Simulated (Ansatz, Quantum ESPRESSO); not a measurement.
# BP, zinc blende or diamond type, strained in the (001) plane: the gap on the mesh at a withheld member of a series

**Set-up.** Quantum ESPRESSO 7.5, PBE, GBRV ultrasoft. The cubic cell is relaxed first; each member is held at its strain in the plane while the axis along [001] relaxes. pwcond (ikind = 0) gives the complex bands along [001] at three points across. Fixed occupations. The series steps biaxial strain in the plane.

| biaxial strain in the plane | gap on the mesh (eV) |
| --- | --- |
| -4 % | 0.764 |
| -3 % | 0.900 |
| -1 % | 1.162 |
| 0 % | 1.254 |
| 1 % | 1.065 |
| 2 % | 0.882 |
| 3 % | 0.706 |
| 4 % | 0.536 |

**Question.** What is the gap on the mesh at −2 %?

By hand: The rows at -3 % and -1 % give a slope of (1.162 − (0.900))/(−1 − (−3)) = 0.131, so a straight line gives 1.031 eV. A parabola through these and the row at -4 % gives 1.033 eV.

**The withheld run.** 1.032 eV. The line misses by −0.001 and the parabola by +0.001 eV. Both misses are under 5 % of the step from the nearer row.

**Limits.** Atoms keep their symmetric sites, so polar or tilted distortions are left out; semilocal gaps and decay constants are too small; no spin-orbit coupling; three points across.
